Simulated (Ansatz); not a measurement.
# BiAs (model cell, started as layered BN type): from the cell to its phonons, part 2 of 2

Wanted: vibrations and spectra of BiAs (model cell, started as layered BN type); the cell is already relaxed. After the zone centre comes a 2×2×2 q mesh on a 12×12×8 k mesh.

Ansatz 0.2.0; DFT PBEsol, scalar-relativistic, plane waves, PAW.

So far. Step 2 (Modes at Γ): Before it was imposed, the acoustic sum rule was missed by 2.7e-5 eV/Å². Small misses are needed for a sound result but don't prove that mesh and cutoff are converged. The lowest optical mode is imaginary, 107.1i cm⁻¹, so the energy falls along it.

The structure was built from a prototype and need not be the compound's stable phase.

### 3. The dispersion

Stability and thermal properties need the whole zone. Linear response on a 2×2×2 q mesh gives force constants as far as a supercell of that size would.

The input, input.yaml:

```yaml
crystal:
  lattice:
    - [4.9820844675, 0.0, 0.0]
    - [-2.4910422338, 4.3146117127, 0.0]
    - [0.0, 0.0, 6.0463763251]
  atoms:
    - { symbol: Bi, position: [0.3333333333, 0.6666666667, 0.25] }
    - { symbol: Bi, position: [0.6666666667, 0.3333333333, 0.75] }
    - { symbol: As, position: [0.6666666667, 0.3333333333, 0.25] }
    - { symbol: As, position: [0.3333333333, 0.6666666667, 0.75] }
kpoints:
  mp_grid: { grid: [12, 12, 8] }
hamiltonian:
  xc: pbesol
scf:
  occupations: { method: methfessel_paxton, width: 0.2 }
output:
  eigenvalues: true
phonons:
  method: dfpt
  qmesh: [2, 2, 2]
  temperatures: { t_max: 1000, t_step: 50 }
  qpath:
    path:
      - [[0.0, 0.0, 0.0], [0.5, 0.0, 0.0], [0.33333333, 0.33333333, 0.0], [0.0, 0.0, 0.0], [0.0, 0.0, 0.5], [0.5, 0.0, 0.5], [0.33333333, 0.33333333, 0.5], [0.0, 0.0, 0.5]]
      - [[0.5, 0.0, 0.5], [0.5, 0.0, 0.0]]
      - [[0.33333333, 0.33333333, 0.5], [0.33333333, 0.33333333, 0.0]]
    npoints: 10
```

Command:

```bash
> ansatz run input.yaml --threads 4 --pin off --max-ram 7168MiB --backend cpu --events-out ev --progress --plain --runs-dir out
```

Numbers of over 12 decimals in the logs are rounded to 6 here.

The log of the run:

```text
Warning: phonons: the dynamical matrix that this run interpolates holds no multipole term above the dipole-dipole one, and a site of this crystal is no centre of inversion, so its interpolated transverse optical and acoustic branches and sound speeds can stay off near Gamma, and the density of states and the thermodynamics with them. What a run solves at a wave vector of phonons.qpoints, Gamma apart, where the deck admits one, is free of this, and under fd what a larger phonons.supercell samples
[...]
Crystal: 4 atoms, lattice volume = 129.971 Å³
Basis set: ecut = 420 eV, 2559 PW (Γ), exchange–correlation on 72×72×96 points (8 copies of the dense FFT grid, shifted against one another)
Bands: 36, of which v1, the nominal top of the filled ones, is band 30 counted from 1 (29 counted from 0)
Symmetry: 24 space group operations
k-points: 95 of 1152
[...]
SCF iter   1: F=—  HF=-34109.409552 eV  |F-HF|=—  |Δ(HF+E_count)|=         —  Δρ=1.66e-3  dr2=3.84e-3  ethr=1.77e-3  ⟨swp⟩=6.2  Hψ=13533  notcnv=0
[...]
SCF iter   9: F=-34109.408118 eV  HF=-34109.408118 eV  |F-HF|=7.28e-12  |Δ(HF+E_count)|=  1.46e-11  S|Δr|=    0.00e0  Δρ=2.37e-8  dr2=9.80e-13  ethr=1.00e-12  ⟨swp⟩=8.5  Hψ=17912  notcnv=0
SCF 1 converged in 9 iterations: F = -34109.408118 eV  dr2 = 9.80e-13
[...]
iter 1 solved again at ethr=1.20e-7 eV; its pass at ethr=3.10e-3 eV (dr2=7.18e-5 eV) is discarded
SCF iter   1: F=—  HF=-34109.408112 eV  |F-HF|=—  |Δ(HF+E_count)|=         —  Δρ=5.86e-7  dr2=2.68e-10  ethr=1.20e-7  ⟨swp⟩=3.3  Hψ=23113  notcnv=0
eigensolver tolerance schedule: the retry pair's looser diagonalisation over-reported the residual by 268351.49 of it (diagonalisation noise at an unbounded share of the residual, at the tolerance the schedule requests for it); recorded, not acted on — ethr = c·dr2/N_el stays at c = 1.0e-1
[...]
SCF iter   2: F=—  HF=-34109.408118 eV  |F-HF|=—  |Δ(HF+E_count)|=   6.20e-6  S|Δr|=    0.00e0  Δρ=8.66e-7  dr2=9.82e-10  ethr=1.00e-12  ⟨swp⟩=4.3  Hψ=11822  notcnv=0
[...]
SCF iter   6: F=-34109.408118 eV  HF=-34109.408118 eV  |F-HF|=1.46e-11  |Δ(HF+E_count)|=  7.28e-12  S|Δr|=    0.00e0  Δρ=7.19e-8  dr2=4.19e-12  ethr=1.00e-12  ⟨swp⟩=2.0  Hψ=9479  notcnv=0
SCF 2 converged in 6 iterations: F = -34109.408118 eV  dr2 = 4.19e-12
phonons: the bands overlap, so this run is a metal and interpolates without the dipole-dipole term. If the crystal is really an insulator or semiconductor, its LO-TO splitting is missing
NSCF: frozen V_eff on 95 k-points
[...]
DFPT response loops at q = (0, 0, 0) (fractional): preconditioner auto → Kerker (q_TF=auto, 2.399 Å⁻¹) (partly filled bands, converged f_vac=0.134); β = 1.00, the filter's whole step (`scf.mixing.beta` (0.50) is not read by the response loops under this deck's `scf.mixing.preconditioner`; to damp them name `kerker` or `kerker_dos`, under which they read `scf.mixing.beta`, and type it under 1.00, their step now; both keys bind the ground state too); Broyden in place of MSR1
[...]
SCF converged after 9 iterations
[...]
Free energy (F): -34109.408118 eV
[...]
Internal energy: -34109.409061 eV  (E = F + TS)
E sigma→0 (E₀):  -34109.408354 eV
Entropy (-TS):   0.000943 eV (0.236 meV/atom)
Fermi energy:    8.359430 eV
[...]
--- Band table (eV; the first three rows and the last of 95) ---
  k-point 0: bands = [... 26 lower, 4.5971, 6.4983, 6.4983, 6.5525, 8.5249, 8.5249, 10.7702, 10.7702, ... 2 higher]
  k-point 1: bands = [... 26 lower, 4.6520, 6.3982, 6.3982, 6.8583, 8.5736, 8.5736, 10.6161, 10.6161, ... 2 higher]
  k-point 2: bands = [... 26 lower, 4.8130, 6.1311, 6.1311, 7.6411, 8.7268, 8.7268, 9.6059, 10.2396, ... 2 higher]
  k-point 94: bands = [... 26 lower, 7.5340, 7.5340, 8.1585, 8.1585, 8.4592, 8.4592, 9.0323, 9.0323, ... 2 higher]
--- Phonons (Γ-DFPT): 4 representative perturbations + reference (Σ response iterations 12) ---
  ASR residual: 2.976e-5 → 0.000e0 eV/Å²; symmetrization residual: 3.837e-5 eV/Å²
  ASR residual per site (eV/Å²): 2.98e-5 2.98e-5 1.08e-5 1.08e-5
[...]
--- Phonons (arbitrary-q DFPT): 4 irreducible q on the 2×2×2 mesh ---
  q = [0.0000, 0.0000, 0.0000] (star 1, of the zone-centre solve; hermiticity 1.78e-5, symmetrization 2.01e-10): -107.13 -7.94 -7.94 -0.00 0.00 0.00 51.02 123.42 140.70 140.70 145.40 145.40
  q = [0.0000, 0.0000, -0.5000] (star 1, 4 solved perturbations in 620 linear systems a pass and spin channel, the states on 215 of 1152 k-point pairs; hermiticity 1.29e-5, symmetrization 4.26e-9): 22.58 22.58 22.58 22.58 77.50 77.50 125.87 125.87 158.01 158.01 158.01 158.01
  q = [0.0000, -0.5000, 0.0000] (star 3, 6 solved perturbations on 215 of 1152 k-point pairs; hermiticity 1.42e-5, symmetrization 2.95e-10): -21.03 27.79 35.22 40.79 69.35 70.43 84.21 84.52 92.06 114.64 134.14 140.93
[...]
sum rule: each row above includes the acoustic sum rule's correction from the zone centre's row sums; it moved no ω² by more than (0.20 cm⁻¹)²
  mesh force constants: q→R imaginary residual 9.33e-18; ASR residual 2.976e-5 → 0.000e0 eV/Å²; symmetrization residual 5.329e-15 eV/Å²
  interpolated dispersion: 93 rows × 12 modes
  density of states and harmonic sums: on the 14×14×10 q-mesh, interpolated from the force constants of a 2×2×2 supercell (no non-analytic term)
  largest difference from the sums on the solved wave vectors: F 2.21e-1 eV, S 2.93e-4 and C_V 7.29e-5 eV/K
  zero-point energy: 0.064770 eV/cell   skipped modes (ω ≤ 0): 57, of them read as no rigid motion or as one in doubt: 54 (2.796e-1 modes/cell left out, lowest -107.13 cm⁻¹)   left out of the sums: 2.34e-2 of the cell's modes: C_V's classical limit lies that fraction below 3 k_B per atom; for a crystal, a wire or a layer, F and S can be off by more, and a phonons.interpolated_qmesh denser along its periods is the remedy for the sampling
```

Wall time 7.4 min (4 threads of Arm Neoverse V2, shared host); peak memory 2.7 GiB; 29 min of CPU time.

Numbers from this step:

```yaml
sum_rule_residual_before_enforcement: 2.98e-5 eV/Å²
lowest_frequency_on_the_path: -107.1 cm⁻¹
highest_frequency_on_the_path_or_at_a_solved_wavevector: 158.0 cm⁻¹
lowest_mode_on_the_q_mesh_acoustic_modes_at_gamma_apart: -107.1 cm⁻¹
```

Frequencies (cm⁻¹) solved at each irreducible wavevector; negative means imaginary. Frequencies by wavevector, by row:

| q in reciprocal lattice units | star | mode 1 | mode 2 | mode 3 | mode 4 | mode 10 | mode 11 | mode 12 |
| --- | --- | --- | --- | --- | --- | --- | --- | --- |
| 0 0 0 | 1 | -107.1 | -7.9 | -7.9 | 0 | 140.7 | 145.4 | 145.4 |
| 0 0 -0.5 | 1 | 22.6 | 22.6 | 22.6 | 22.6 | 158 | 158 | 158 |
| 0 -0.5 0 | 3 | -21 | 27.8 | 35.2 | 40.8 | 114.6 | 134.1 | 140.9 |
| 0 -0.5 -0.5 | 3 | 36 | 36 | 73.1 | 73.1 | 136.7 | 147.7 | 147.7 |

Interpolated from a 2×2×2 q mesh. Phonon branches along the path, in cm⁻¹:

| point | branch 1 | branch 2 | branch 3 | branch 4 | branch 9 | branch 10 | branch 11 | branch 12 |
| --- | --- | --- | --- | --- | --- | --- | --- | --- |
| Γ | -107 | -8 | -8 | 0 | 141 | 141 | 145 | 145 |
| halfway | -69 | -11 | 20 | 24 | 114 | 129 | 137 | 140 |
| M | -21 | 28 | 35 | 41 | 92 | 115 | 134 | 141 |
| halfway | 30 | 30 | 40 | 45 | 92 | 114 | 131 | 132 |
| K | 36 | 36 | 47 | 57 | 108 | 108 | 110 | 131 |
| halfway | -56 | 18 | 27 | 29 | 112 | 124 | 135 | 136 |
| Γ | -107 | -8 | -8 | 0 | 141 | 141 | 145 | 145 |
| halfway | -46 | 15 | 15 | 16 | 149 | 149 | 152 | 152 |
| A | 23 | 23 | 23 | 23 | 158 | 158 | 158 | 158 |
| halfway | 27 | 27 | 65 | 65 | 136 | 136 | 150 | 150 |
| L | 36 | 36 | 73 | 73 | 137 | 137 | 148 | 148 |
| halfway | 46 | 46 | 72 | 72 | 135 | 135 | 144 | 144 |
| H | 58 | 58 | 68 | 68 | 131 | 131 | 143 | 143 |
| halfway | 33 | 33 | 68 | 68 | 134 | 134 | 146 | 146 |
| A | 23 | 23 | 23 | 23 | 158 | 158 | 158 | 158 |
| jump to L | 36 | 36 | 73 | 73 | 137 | 137 | 148 | 148 |
| halfway | 19 | 37 | 56 | 61 | 116 | 119 | 140 | 144 |
| M | -21 | 28 | 35 | 41 | 92 | 115 | 134 | 141 |
| jump to H | 58 | 58 | 68 | 68 | 131 | 131 | 143 | 143 |
| halfway | 52 | 57 | 57 | 58 | 119 | 119 | 119 | 133 |
| K | 36 | 36 | 47 | 57 | 108 | 108 | 110 | 131 |

Tetrahedra on a 14×14×10 mesh, mean over bins of 5 cm-1. Interpolated from a 2×2×2 q mesh. Phonon density of states against wavenumber; read off at these points:

wavenumber (cm⁻¹), phonon density of states (1/cm⁻¹/cell) and a bar:
```
     -108      0.000 
     -102      0.001 
      -92      0.001 
      -88      0.002 
      -78      0.002 
      -72      0.002 
      -62      0.002 
      -58      0.002 
      -52      0.002 
      -42      0.002 
      -38      0.002 
      -28      0.002 
      -22      0.002 
      -12      0.004 #
       -8      0.006 #
       -2      0.009 ##
        8      0.015 ###
       12      0.022 ####
       22      0.061 ###########
       28      0.073 #############
       38      0.086 ################
       42      0.078 ##############
       52      0.071 #############
       58      0.063 ###########
       62      0.069 #############
       68      0.097 ##################
       72      0.083 ###############
       78      0.109 ####################
       82      0.111 ####################
       88      0.100 ##################
       92      0.039 #######
      102      0.043 ########
      108      0.049 #########
      112      0.078 ##############
      118      0.108 ####################
      122      0.084 ###############
      128      0.087 ################
      132      0.164 ##############################
      138      0.159 #############################
      142      0.141 ##########################
      152      0.031 ######
      158      0.006 #
```

The partial phonon density of states has structure finer than the step of the table below, so its rows give means over 10 cm⁻¹, whole bins alone (the curve runs from -117 to 173 cm⁻¹). Peaks (cm⁻¹: height): As 116.2: 0.0911, 134.4: 0.166; Bi 48.7: 0.0655, 70.6: 0.0938, 79.7: 0.0960, 134.4: 0.0208.

Phonopy on the run's constants, 13x13x9 mesh, Gaussian sigma 2.1 cm-1. Interpolated from a 2×2×2 q mesh. Partial phonon density of states against wavenumber; means over each step; values in 1/cm⁻¹/cell:

| wavenumber (cm⁻¹) | As | Bi |
| --- | --- | --- |
| -110 | 1.2e-4 | 4.3e-5 |
| -100 | 6.2e-4 | 2.5e-4 |
| -90 | 0.00116 | 5.1e-4 |
| -80 | 0.00136 | 6.6e-4 |
| -70 | 0.00120 | 7.4e-4 |
| -60 | 0.00139 | 0.00106 |
| -50 | 0.00131 | 0.00151 |
| -40 | 9.5e-4 | 0.00137 |
| -30 | 5.7e-4 | 0.00146 |
| -20 | 0.00119 | 0.00235 |
| -10 | 0.00210 | 0.00333 |
| 0 | 0.00156 | 0.00332 |
| 10 | 0.00642 | 0.0144 |
| 20 | 0.0140 | 0.0338 |
| 30 | 0.0210 | 0.0561 |
| 40 | 0.0198 | 0.0607 |
| 50 | 0.0132 | 0.0605 |
| 60 | 0.0101 | 0.0563 |
| 70 | 0.0145 | 0.0786 |
| 80 | 0.0190 | 0.0887 |
| 90 | 0.0190 | 0.0509 |
| 100 | 0.0327 | 0.00814 |
| 110 | 0.0509 | 0.0111 |
| 120 | 0.0789 | 0.0167 |
| 130 | 0.106 | 0.0162 |
| 140 | 0.129 | 0.0190 |
| 150 | 0.0479 | 0.0108 |
| 160 | 0.00390 | 0.00139 |

Symmetry leaves 4 wavevectors to solve. The lowest mode among them, the acoustic zeros apart, lies at Γ and is imaginary, 107.1i cm⁻¹, so the energy falls along it.

### 4. Results

| Property | Result |
| --- | --- |
| space group (within 0.01 Å) | P6_3/mmc |
| volume per atom | 32.5 Å³ |
| electronic character | no gap on this mesh |
| highest optical mode at the zone centre (no LO-TO term) | 145 cm⁻¹ |
| lowest optical zone-centre mode | -107 cm⁻¹ |
| lowest mode on the q mesh (acoustic modes at Γ apart) | -107 cm⁻¹ |
| highest frequency on the path or at a solved wavevector | 158 cm⁻¹ |
| imaginary modes on the 2×2×2 q mesh | yes |

**Reading.** Modes are clearly imaginary (beyond 10i cm⁻¹) at 2 of the 4 irreducible wavevectors, most at Γ (107.1i cm⁻¹), so this structure is not a minimum of the energy. The optical modes at Γ span -107 to 145 cm⁻¹ (negative means imaginary). The highest mode in this list at Γ, 145.4 cm⁻¹, is mostly motion of As (74 % of the kinetic energy). With no gap, or one that is small against the smearing, the frequencies hang on the k mesh and the smearing, most of all near Kohn anomalies. Spin-orbit coupling is left out, which can matter for the heavy elements here. A phonon run warned that its eigensolver left some bands unconverged in a pass. The starting cell was built on a prototype and not taken from a measurement, so the phase need not exist. These are harmonic frequencies at zero temperature: anharmonic shifts, linewidths and thermal expansion are left out.

[Logs are printed without paths, hosts, clocks, repeated set-up lines and the standing remarks that a program may print on its own settings, such as how far it seeks lower states.]

[Hosts, paths, dates, database ids (printed as entryN), source tags and the programs' standing remarks are cut or masked in the printed files.]
